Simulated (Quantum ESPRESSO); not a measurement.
# Energy and gap at +3 % biaxial strain: 2H-TiI2, 1 layer

Method. Quantum ESPRESSO 7.5 driven by ASE, PBE, GBRV ultrasoft, ESM (bc1); atomic heights clamped; cell area 12.245 Å² at zero strain.

```
strain (%)  energy (meV a cell)  gap on the mesh (eV)
        −3                61.58                 0.667
      −1.5                14.80                 0.676
         0                 0.00                 0.684
      +1.5                13.18                 0.622
```

To predict: What are energy and gap at +3 %, and how stiff is the sheet?

**Worked estimate.** About zero, E'' = (14.80 + 13.18 − 2 × 0.00)/1.5² = 12.44 meV per %² and E' = (13.18 − 14.80)/3 = −0.54 meV per %. With E = A K ε², where K = (C11 + C22)/2 + C12 (C11 + C12 for a hexagonal sheet), K = 12.44 × 10/(2 × 12.245) × 16.02 = 81 N/m. The parabola gives E(+3 %) = 0.00 + 3 × (−0.54) + 4.5 × 12.44 = 54.3 meV. Continuing the last slope, the gap is 2 × 0.622 − 0.684 = 0.560 eV.

What the calculation gave: E = 51.3 meV and the gap 0.566 eV. The parabola misses by +3.1 meV, too high, since bonds soften under tension. The gap's line misses by −0.006 eV.

**Limits.** Clamped heights stiffen sheets with several planes. Semilocal gap, no spin-orbit coupling.

[Logs are printed without paths, hosts, clocks, repeated set-up lines and the standing remarks that a program may print on its own settings, such as how far it seeks lower states.]
